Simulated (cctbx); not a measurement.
**Interatomic vectors of CaNbSnRuS6**

Space group F-43m (no. 216), a = 9.5970 Å, b = 9.5970 Å, c = 9.5970 Å, α = 90.00°, β = 90.00°, γ = 90.00°, content Sn4 Ru4 Nb4 Ca4 S24.

The data are simulated with cctbx, not measured: Ag Kα, λ = 0.56087 Å, to d = 0.75 Å, 50 % of the full sphere, strongest reflection 5000 counts, noise from counting, a 3 % proportional error and a noise floor of 8 counts (s.d.); no absorption, some extinction.

Patterson synthesis, origin scaled to 1000:

```text
Patterson group F m -3 m
      u       v       w   height  length (A)
  0.000   0.000   0.000   1000.0     0.00
  0.000   0.000   0.500    810.2     4.80
  0.250   0.250   0.250    731.8     4.16
  0.000   0.250   0.250    357.6     3.39
  0.000   0.000   0.251    276.9     2.40
  0.000   0.079   0.079     17.3     1.07
  0.000   0.078   0.422     13.0     4.12
  0.000   0.000   0.116     12.3     1.12
  0.174   0.174   0.245     12.2     3.33
  0.000   0.127   0.249     12.0     2.68
  0.000   0.000   0.384      8.9     3.69
  0.127   0.127   0.373      7.5     3.97
  0.124   0.124   0.124      6.0     2.06
  0.125   0.250   0.250      5.7     3.60
```

Q: Assign the vectors.

A peak at u stands for all pairs with xi − xj = u, with weight Σ ZiZj against Σ Z² = 32212 at the origin. Peak heights follow these weights only roughly, since form factors, motion and series ripples differ, all vectors within 0.55 Å of a peak are counted as merged into it though the farther ones add only part of their weight, and F(000) is left out, which lowers the whole map:

| u | v | w | shortest length (Å) | height | 1000 ΣZiZj/ΣZ² | pairs in the cell |
| --- | --- | --- | --- | --- | --- | --- |
| 0.000 | 0.000 | 0.500 | 4.80 | 810 | 887 | 8 × Ru–Nb, 8 × Sn–Ca, 24 × S–S |
| 0.250 | 0.250 | 0.250 | 4.16 | 732 | 739 | 4 × Sn–Ru, 4 × Sn–Nb, 4 × Ru–Ca, 4 × Nb–Ca |
| 0.000 | 0.250 | 0.250 | 3.39 | 358 | 405 | 8 × Sn–S, 16 × S–S, 8 × Ca–S |
| 0.000 | 0.000 | 0.251 | 2.41 | 277 | 338 | 8 × Ru–S, 8 × Nb–S |

The table stops at ten peaks or at a height of 45, below which ripples compete. In the model behind the data Sn, the heaviest element, has 1 independent site: (1/4, 1/4, 3/4), up to an allowed shift of origin. No listed peak is a Sn–Sn vector, so the position follows from the cell content and the cross vectors. Elements of similar Z can't be told apart from the map alone. The whole model:

```
atom  mult.    x    y       z  Ueq (Å²)
 Sn1      4  1/4  1/4     3/4    0.0076
 Ru1      4  1/2    0       0    0.0075
 Nb1      4    0    0       0    0.0077
 Ca1      4  1/4  1/4     1/4    0.0109
  S1     24  1/2    0  0.7549    0.0109
```

The model is made up (kin elements in a known structure type, no relaxation), so it says nothing on whether the phase exists.

[Logs are printed without paths, hosts, clocks, repeated set-up lines and the standing remarks that a program may print on its own settings, such as how far it seeks lower states.]
